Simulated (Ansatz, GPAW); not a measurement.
# Work function of S/V(110) at several levels

Wanted: work functions and dipole of S/V(110), with the cost of each level.

Main program and level: GPAW 26.7.0 and Ansatz 0.2.0; GPAW, PAW setups; slab in vacuum, in the first sound run; inputs show where later runs differ.

Report form: the programs' logs are mostly left out.

### Step 1. Set-up

The cell holds 5 atoms: 4 V and 1 S. Its edges and angles: a = 2.615 Å, b = 2.615 Å, c = 26.656 Å, α = 90.0°, β = 90.0°, γ = 70.5°. Vacuum lies along c.

### Step 2. Relaxing the atoms

Forces are removed first; all later runs use this geometry. The lowest 2 atoms are held at bulk positions and keep their forces.

File run.py:

```python
import json
import numpy as np
from ase import Atoms
from ase.constraints import FixAtoms
from ase.optimize import BFGS
from gpaw import GPAW, PW

slab = Atoms(
    ['V', 'V', 'V', 'V', 'S'],
    positions=[
        [0.00000, 0.00000, 9.00000],
        [2.13546, 0.00000, 11.13546],
        [0.00000, 0.00000, 13.27092],
        [2.13546, 0.00000, 15.40639],
        [0.00000, 0.00000, 17.65552]],
    cell=[[2.13546, -1.51, 0.0], [2.13546, 1.51, 0.0], [0.0, 0.0, 26.65552]],
    pbc=[True, True, False])

slab.calc = GPAW(mode=PW(400), xc='PBE', kpts={'size': (13, 13, 1), 'gamma': True},
                 occupations={'name': 'fermi-dirac', 'width': 0.1}, nbands='160%',
                 convergence={'density': 0.0001}, maxiter=200,
                 poissonsolver={'dipolelayer': 'xy'},
                 symmetry={'tolerance': 1e-3, 'extra_ids': [1, 1, 0, 0, 0]}, txt='slab.txt')
result = {}
slab.set_constraint(FixAtoms([0, 1]))
path = []
opt = BFGS(slab, maxstep=0.2)
opt.attach(lambda: path.append((slab.get_potential_energy(), slab.positions.tolist(), slab.get_forces().tolist())))
result['relaxed'] = bool(opt.run(fmax=0.05, steps=30))
result['path'] = path
energy = slab.get_potential_energy()
fermi = slab.calc.get_fermi_level()
v = slab.calc.get_electrostatic_potential().mean((0, 1)) - fermi
n = slab.calc.get_pseudo_density().mean((0, 1))
L = slab.cell[2, 2]
z = np.arange(len(v)) * L / len(v)
low, high = slab.positions[:, 2].min(), slab.positions[:, 2].max()
below, above = np.interp([low - 6.8, high + 6.8], z, v)
slopes = [np.interp(x, z, np.gradient(v, z)) for x in (low - 6.8, high + 6.8)]
eps = np.array([[slab.calc.get_eigenvalues(k, s) for k in range(len(slab.calc.get_ibz_k_points()))]
                for s in range(slab.calc.get_number_of_spins())]) - fermi
top, bottom = eps[eps < 0].max(), eps[eps > 0].min()
dipole = slab.get_dipole_moment()[2]
print(f'energy {energy:.4f} eV, Fermi level {fermi:.4f} eV, dipole {dipole:.5f} e A')
print(f'potential 6.8 A off the faces, from the Fermi level: lower {below:.4f} eV, upper {above:.4f} eV')
print(f'slope of the potential there: lower {slopes[0]:.5f}, upper {slopes[1]:.5f} eV/A')
print(f'nearest levels on the mesh: {top:.4f} and {bottom:.4f} eV')
print('magnetic moment', round(slab.get_magnetic_moment(), 3))
result.update(energy=energy, fermi=fermi, dipole=dipole, below=below, above=above, slopes=slopes, edges=[top, bottom],
              z=z.tolist(), v=v.tolist(), n=n.tolist(), positions=slab.positions.tolist(),
              forces=slab.get_forces(apply_constraint=False).tolist(), moments=slab.get_magnetic_moments().tolist())
json.dump(result, open('result.json', 'w'))
```

Command:

```bash
OMP_NUM_THREADS=1 OPENBLAS_NUM_THREADS=1 python run.py
```

Wall time 31 min (1 thread of Intel Xeon 6975P-C (Granite Rapids), shared host); peak memory 0.31 GiB.

This run has no spin polarisation, although V can carry a moment.

Relaxation path:

| step | energy less that of the first step (eV) | largest force (eV/Å) |
| --- | --- | --- |
| 1 | 0.0000 | 1.7526 |
| 2 | -0.0772 | 1.7319 |
| 3 | -0.5090 | 0.7854 |
| 4 | -0.5046 | 1.2344 |
| 5 | -0.5354 | 0.4726 |
| 6 | -0.5450 | 0.4123 |
| 7 | -0.5784 | 0.5129 |
| 8 | -0.5855 | 0.3069 |
| 9 | -0.5891 | 0.2546 |
| 10 | -0.6047 | 0.4742 |
| 11 | -0.6232 | 0.6095 |
| 12 | -0.6489 | 0.4958 |
| 13 | -0.6588 | 0.1705 |
| 14 | -0.6595 | 0.0329 |

The atoms that moved most (Å):

| atom | dx | dy | dz | length |
| --- | --- | --- | --- | --- |
| S5 | 0.000 | 0.000 | -0.594 | 0.594 |
| V4 | 0.000 | 0.000 | -0.088 | 0.088 |
| V3 | 0.000 | 0.000 | -0.071 | 0.071 |

Final coordinates:

```xyz
5
Lattice="2.1355 -1.5100 0.0000 2.1355 1.5100 0.0000 0.0000 0.0000 26.6555" Properties=species:S:1:pos:R:3
V     0.0000    0.0000    9.0000
V     2.1355    0.0000   11.1355
V     0.0000    0.0000   13.1995
V     2.1355    0.0000   15.3186
S     0.0000    0.0000   17.0616
```

This step gave:

```yaml
dipole_along_the_normal: 0.01633 e·Å
levels_nearest_the_fermi_level_on_the_mesh: -0.007973, 0.003135 eV from the Fermi level
upper_work_function: 4.388 eV
lower_work_function: 4.779 eV
```

The electrostatic potential energy of an electron (without an applied field's), less the Fermi level, planar mean oscillates, so the rows of the table below give means over windows of 2.13 Å about each position, cut where the curve ends. Its maxima inside the range that stand out by 2 % of the span (Å: eV): 10.0: -1.08, 12.2: -1.52, 14.3: -1.23, 16.2: -5.28. Its minima: 9.0: -19.8, 11.1: -19.7, 13.2: -19.8, 15.4: -20.6, 17.1: -28.3.

Table of electrostatic potential energy of an electron (without an applied field's), less the Fermi level, planar mean by z; means over each step:

| z (Å) | electrostatic potential energy of an electron (without an applied field's), less the Fermi level, planar mean (eV) |
| --- | --- |
| 1.06 | 4.76 |
| 3.19 | 4.78 |
| 5.32 | 4.75 |
| 7.46 | 1.43 |
| 9.58 | -9.35 |
| 11.71 | -9.64 |
| 13.84 | -9.42 |
| 15.97 | -14.2 |
| 18.11 | -3.67 |
| 20.23 | 4.37 |
| 22.36 | 4.39 |
| 24.50 | 4.39 |

The pseudo valence density, planar mean oscillates, so the rows of the table below give means over windows of 2.13 Å about each position, cut where the curve ends. Its maxima inside the range that stand out by 2 % of the span (Å: e/Å³): 9.0: 2.31, 11.1: 2.29, 13.2: 2.31, 15.4: 2.31, 16.6: 0.600. Its minima: 10.0: 0.269, 12.2: 0.289, 14.3: 0.275, 16.2: 0.438.

The pseudo valence density, planar mean by z; means over each step:

z (Å), pseudo valence density, planar mean (e/Å³) and a bar:
```
     3.19       0.00 
     5.32       0.00 
     7.46       0.11 ###
     9.58       0.95 ############################
    11.71       0.97 #############################
    13.84       0.95 ############################
    15.97       1.01 ##############################
    18.11       0.23 #######
    20.23       0.00 
    22.36       0.00
```

The relaxation lowered the energy of the cell by 0.660 eV (energies extrapolated to zero smearing; the optimiser's log prints free energies). The largest force left on a free atom is 0.033 eV/Å.

### Step 3. The slab's potential

With the geometry fixed, the planar mean of the potential gives the vacuum level on each side.

Changes to run.py since step 2:

```diff
@@ -3,4 +3,2 @@
 from ase import Atoms
-from ase.constraints import FixAtoms
-from ase.optimize import BFGS
 from gpaw import GPAW, PW
@@ -11,6 +9,6 @@
         [0.00000, 0.00000, 9.00000],
-        [2.13546, 0.00000, 11.13546],
-        [0.00000, 0.00000, 13.27092],
-        [2.13546, 0.00000, 15.40639],
-        [0.00000, 0.00000, 17.65552]],
+        [2.13546, -0.00000, 11.13546],
+        [0.00000, 0.00000, 13.19951],
+        [2.13546, -0.00000, 15.31862],
+        [-0.00000, 0.00000, 17.06163]],
     cell=[[2.13546, -1.51, 0.0], [2.13546, 1.51, 0.0], [0.0, 0.0, 26.65552]],
@@ -20,12 +18,6 @@
                  occupations={'name': 'fermi-dirac', 'width': 0.1}, nbands='160%',
-                 convergence={'density': 0.0001}, maxiter=200,
+                 convergence={'density': 1e-05}, maxiter=200,
                  poissonsolver={'dipolelayer': 'xy'},
-                 symmetry={'tolerance': 1e-3, 'extra_ids': [1, 1, 0, 0, 0]}, txt='slab.txt')
+                 symmetry={'tolerance': 1e-3}, txt='slab.txt')
 result = {}
-slab.set_constraint(FixAtoms([0, 1]))
-path = []
-opt = BFGS(slab, maxstep=0.2)
-opt.attach(lambda: path.append((slab.get_potential_energy(), slab.positions.tolist(), slab.get_forces().tolist())))
-result['relaxed'] = bool(opt.run(fmax=0.05, steps=30))
-result['path'] = path
 energy = slab.get_potential_energy()
```

Wall time 2.7 min (1 thread); peak memory 0.32 GiB.

Numbers from this step:

- dipole along the normal: 0.01405 e·Å
- levels nearest the Fermi level on the mesh: -0.008121, 0.003048 eV from the Fermi level
- lower work function: 4.781 eV

The electrostatic potential energy of an electron (without an applied field's), less the Fermi level, planar mean oscillates, so the rows of the table below give means over windows of 2.13 Å about each position, cut where the curve ends. Its maxima inside the range that stand out by 2 % of the span (Å: eV): 10.0: -1.08, 12.2: -1.52, 14.3: -1.23, 16.2: -5.28. Its minima: 9.0: -19.8, 11.1: -19.7, 13.2: -19.8, 15.4: -20.6, 17.1: -28.3.

Electrostatic potential energy of an electron (without an applied field's), less the Fermi level, planar mean against z; means over each step:

| z (Å) | electrostatic potential energy of an electron (without an applied field's), less the Fermi level, planar mean (eV) |
| --- | --- |
| 1.06 | 4.76 |
| 3.19 | 4.78 |
| 5.32 | 4.75 |
| 7.46 | 1.44 |
| 9.58 | -9.35 |
| 11.71 | -9.64 |
| 13.84 | -9.42 |
| 15.97 | -14.2 |
| 18.11 | -3.67 |
| 20.23 | 4.37 |
| 22.36 | 4.39 |
| 24.50 | 4.39 |

The pseudo valence density, planar mean oscillates, so the rows of the table below give means over windows of 2.13 Å about each position, cut where the curve ends. Its maxima inside the range that stand out by 2 % of the span (Å: e/Å³): 9.0: 2.31, 11.1: 2.29, 13.2: 2.31, 15.4: 2.31, 16.6: 0.600. Its minima: 10.0: 0.269, 12.2: 0.289, 14.3: 0.275, 16.2: 0.438.

The pseudo valence density, planar mean by z; means over each step:

z (Å), pseudo valence density, planar mean (e/Å³) and a bar:
```
     3.19       0.00 
     5.32       0.00 
     7.46       0.11 ###
     9.58       0.95 ############################
    11.71       0.97 #############################
    13.84       0.95 ############################
    15.97       1.01 ##############################
    18.11       0.23 #######
    20.23       0.00 
    22.36       0.00
```

Force by atom:

| atom | x (eV/Å) | y (eV/Å) | z (eV/Å) | size |
| --- | --- | --- | --- | --- |
| V1 | 0.000 | 0.000 | 0.430 | 0.430 |
| V2 | 0.000 | 0.000 | -0.433 | 0.433 |
| V3 | 0.000 | 0.000 | -0.001 | 0.001 |
| V4 | 0.000 | 0.000 | -0.016 | 0.016 |
| S5 | 0.000 | 0.000 | 0.019 | 0.019 |

The potential is flat to 7.2e-5 eV/Å where it is read, so the vacuum is wide enough.

### Step 4. Self-consistent run: xc = "RPBE"

The same geometry under RPBE, to see how far the functional moves the levels against the vacuum.

Changes to run.py since step 3:

```diff
@@ -16,3 +16,3 @@
 
-slab.calc = GPAW(mode=PW(400), xc='PBE', kpts={'size': (13, 13, 1), 'gamma': True},
+slab.calc = GPAW(mode=PW(400), xc='RPBE', kpts={'size': (13, 13, 1), 'gamma': True},
                  occupations={'name': 'fermi-dirac', 'width': 0.1}, nbands='160%',
```

It took 2.6 min on 1 thread; peak memory 0.31 GiB.

Numbers from this step:

* dipole along the normal: 0.01346 e·Å
* levels nearest the Fermi level on the mesh: -0.008593, 0.005302 eV from the Fermi level
* upper work function: 4.284 eV
* lower work function: 4.661 eV

The electrostatic potential energy of an electron (without an applied field's), less the Fermi level, planar mean oscillates, so the rows of the table below give means over windows of 2.13 Å about each position, cut where the curve ends. Its maxima inside the range that stand out by 2 % of the span (Å: eV): 10.0: -1.20, 12.2: -1.64, 14.3: -1.35, 16.2: -5.39. Its minima: 9.0: -19.9, 11.1: -19.7, 13.2: -19.9, 15.4: -20.7, 17.1: -28.4.

The electrostatic potential energy of an electron (without an applied field's), less the Fermi level, planar mean by z; means over each step:

| z (Å) | electrostatic potential energy of an electron (without an applied field's), less the Fermi level, planar mean (eV) |
| --- | --- |
| 1.06 | 4.64 |
| 3.19 | 4.66 |
| 5.32 | 4.63 |
| 7.46 | 1.31 |
| 9.58 | -9.46 |
| 11.71 | -9.75 |
| 13.84 | -9.53 |
| 15.97 | -14.3 |
| 18.11 | -3.76 |
| 20.23 | 4.27 |
| 22.36 | 4.28 |
| 24.50 | 4.28 |

Pseudo valence density, planar mean against z:

| z (Å) | pseudo valence density, planar mean (e/Å³) |
| --- | --- |
| 5.0 | 1.8e-4 |
| 5.5 | 5.6e-4 |
| 6.0 | 0.00172 |
| 6.5 | 0.00539 |
| 7.0 | 0.0162 |
| 7.5 | 0.0452 |
| 8.0 | 0.132 |
| 8.5 | 0.684 |
| 9.0 | 2.24 |
| 9.5 | 0.753 |
| 10.0 | 0.274 |
| 10.5 | 0.481 |
| 11.0 | 1.99 |
| 11.5 | 1.14 |
| 12.0 | 0.320 |
| 12.5 | 0.421 |
| 13.0 | 1.85 |
| 13.5 | 1.43 |
| 14.0 | 0.338 |
| 14.5 | 0.321 |
| 15.0 | 1.34 |
| 15.5 | 1.85 |
| 16.0 | 0.471 |
| 16.5 | 0.549 |
| 17.0 | 0.519 |
| 17.5 | 0.517 |
| 18.0 | 0.196 |
| 18.5 | 0.0420 |
| 19.0 | 0.00799 |
| 19.5 | 0.00173 |
| 20.0 | 3.7e-4 |
| 20.5 | 8.0e-5 |

Force by atom:

| atom | x (eV/Å) | y (eV/Å) | z (eV/Å) | size |
| --- | --- | --- | --- | --- |
| V1 | 0.000 | 0.000 | 0.239 | 0.239 |
| V2 | 0.000 | 0.000 | -0.448 | 0.448 |
| V3 | 0.000 | 0.000 | 0.017 | 0.017 |
| V4 | 0.000 | 0.000 | -0.046 | 0.046 |
| S5 | 0.000 | 0.000 | 0.238 | 0.238 |

The upper face's work function is 4.284 eV, against 4.388 eV in the first plane-wave PBE run at this geometry.

### Step 5. Self-consistent run: xc = "revPBE"

The same geometry under revPBE, to see how far the functional moves the levels against the vacuum.

Changes to run.py since step 4:

```diff
@@ -16,3 +16,3 @@
 
-slab.calc = GPAW(mode=PW(400), xc='RPBE', kpts={'size': (13, 13, 1), 'gamma': True},
+slab.calc = GPAW(mode=PW(400), xc='revPBE', kpts={'size': (13, 13, 1), 'gamma': True},
                  occupations={'name': 'fermi-dirac', 'width': 0.1}, nbands='160%',
```

Run time: 2.4 min. Hardware: 1 thread; peak memory 0.31 GiB.

Numbers from this step:

| Property | Result |
| --- | --- |
| dipole along the normal | 0.01396 e·Å |
| levels nearest the Fermi level on the mesh | -0.008953, 0.004706 eV from the Fermi level |
| upper work function | 4.285 eV |
| lower work function | 4.676 eV |

The upper face's work function is 4.285 eV, against 4.388 eV in the first plane-wave PBE run at this geometry.

### Step 6. Self-consistent run: xc = "vdW-DF2"

The same geometry under vdW-DF2, to see how far the functional moves the levels against the vacuum (the van der Waals functionals take revPBE setups).

Changes to run.py since step 5:

```diff
@@ -16,3 +16,3 @@
 
-slab.calc = GPAW(mode=PW(400), xc='revPBE', kpts={'size': (13, 13, 1), 'gamma': True},
+slab.calc = GPAW(mode=PW(400), xc='vdW-DF2', kpts={'size': (13, 13, 1), 'gamma': True},
                  occupations={'name': 'fermi-dirac', 'width': 0.1}, nbands='160%',
```

Elapsed: 2.9 min, on 1 thread; peak memory 0.45 GiB.

Numbers from this step:

| Quantity | Value |
| --- | --- |
| dipole along the normal | 0.007389 e·Å |
| levels nearest the Fermi level on the mesh | -0.001565, 0.003024 eV from the Fermi level |
| upper work function | 4.771 eV |
| lower work function | 4.977 eV |

Table of electrostatic potential energy of an electron (without an applied field's), less the Fermi level, planar mean by z:

| z (Å) | electrostatic potential energy of an electron (without an applied field's), less the Fermi level, planar mean (eV) |
| --- | --- |
| 0.0 | 4.87 |
| 0.5 | 4.98 |
| 1.0 | 4.98 |
| 1.5 | 4.98 |
| 2.0 | 4.98 |
| 2.5 | 4.98 |
| 3.0 | 4.98 |
| 3.5 | 4.98 |
| 4.0 | 4.98 |
| 4.5 | 4.97 |
| 5.0 | 4.97 |
| 5.5 | 4.95 |
| 6.0 | 4.90 |
| 6.5 | 4.74 |
| 7.0 | 4.29 |
| 7.5 | 3.04 |
| 8.0 | -0.321 |
| 8.5 | -9.50 |
| 9.0 | -19.6 |
| 9.5 | -9.16 |
| 10.0 | -1.42 |
| 10.5 | -5.84 |
| 11.0 | -18.5 |
| 11.5 | -12.9 |
| 12.0 | -2.52 |
| 12.5 | -4.63 |
| 13.0 | -17.3 |
| 13.5 | -14.8 |
| 14.0 | -3.09 |
| 14.5 | -2.84 |
| 15.0 | -14.7 |
| 15.5 | -18.7 |
| 16.0 | -7.11 |
| 16.5 | -8.84 |
| 17.0 | -27.2 |
| 17.5 | -11.3 |
| 18.0 | 1.02 |
| 18.5 | 3.95 |
| 19.0 | 4.59 |
| 19.5 | 4.73 |
| 20.0 | 4.76 |
| 20.5 | 4.77 |
| 21.0 | 4.77 |
| 21.5 | 4.77 |
| 22.0 | 4.77 |
| 22.5 | 4.77 |
| 23.0 | 4.77 |
| 23.5 | 4.77 |
| 24.0 | 4.77 |
| 24.5 | 4.77 |
| 25.0 | 4.77 |
| 25.5 | 4.77 |
| 26.0 | 4.77 |
| 26.5 | 4.83 |

The upper face's work function is 4.771 eV, against 4.388 eV in the first plane-wave PBE run at this geometry.

### Step 7. Real-space grid: mode = "fd"

A real-space grid is a second complete basis, so it checks the plane-wave result.

Changes to run.py since step 6:

```diff
@@ -3,3 +3,3 @@
 from ase import Atoms
-from gpaw import GPAW, PW
+from gpaw import GPAW
 
@@ -16,3 +16,3 @@
 
-slab.calc = GPAW(mode=PW(400), xc='vdW-DF2', kpts={'size': (13, 13, 1), 'gamma': True},
+slab.calc = GPAW(mode='fd', h=0.18, xc='PBE', kpts={'size': (13, 13, 1), 'gamma': True},
                  occupations={'name': 'fermi-dirac', 'width': 0.1}, nbands='160%',
```

Run time: 11 min. Hardware: 1 thread; peak memory 1.2 GiB.

This step gave:

```
dipole along the normal                    : 0.01394 e·Å
levels nearest the Fermi level on the mesh : -0.007663, 0.001881 eV from the Fermi level
upper work function                        : 4.389 eV
lower work function                        : 4.780 eV
```

The upper face's work function is 4.389 eV, against 4.388 eV in the first plane-wave PBE run at this geometry.

### Step 8. Atomic orbitals: mode = "lcao"

Atom-centred orbitals end a few angstrom from the surface, which tests how much the density's tail matters.

Changes to run.py since step 7:

```diff
@@ -16,4 +16,4 @@
 
-slab.calc = GPAW(mode='fd', h=0.18, xc='PBE', kpts={'size': (13, 13, 1), 'gamma': True},
-                 occupations={'name': 'fermi-dirac', 'width': 0.1}, nbands='160%',
+slab.calc = GPAW(mode='lcao', basis='dzp', h=0.18, xc='PBE', kpts={'size': (13, 13, 1), 'gamma': True},
+                 occupations={'name': 'fermi-dirac', 'width': 0.1}, nbands='120%',
                  convergence={'density': 1e-05}, maxiter=200,
```

Wall time 40 min (1 thread); peak memory 0.42 GiB.

This step gave:

* dipole along the normal: 0.01414 e·Å
* levels nearest the Fermi level on the mesh: -0.001081, 0.01296 eV from the Fermi level
* upper work function: 4.365 eV
* lower work function: 4.762 eV

The upper face's work function is 4.365 eV, against 4.388 eV in the first plane-wave PBE run at this geometry.

### Step 9. All levels side by side

Times are for 1 thread of Intel Xeon 6975P-C (Granite Rapids), shared host. The series side by side:

| no. | run | upper work function (eV) | lower work function (eV) | time | memory (GiB) |
| --- | --- | --- | --- | --- | --- |
| 1 | pw | 4.388 | 4.781 | 2.7 min | 0.32 |
| 2 | RPBE | 4.284 | 4.661 | 2.6 min | 0.31 |
| 3 | revPBE | 4.285 | 4.676 | 2.4 min | 0.31 |
| 4 | vdW DF2 | 4.771 | 4.977 | 2.9 min | 0.45 |
| 5 | fd | 4.389 | 4.780 | 11 min | 1.2 |
| 6 | lcao | 4.365 | 4.762 | 40 min | 0.42 |

(Part 1 of 2 ends here.)

[Logs are printed without paths, hosts, clocks, repeated set-up lines and the standing remarks that a program may print on its own settings, such as how far it seeks lower states.]

[Hosts, paths, dates, database ids (printed as entryN), source tags and the programs' standing remarks are cut or masked in the printed files.]
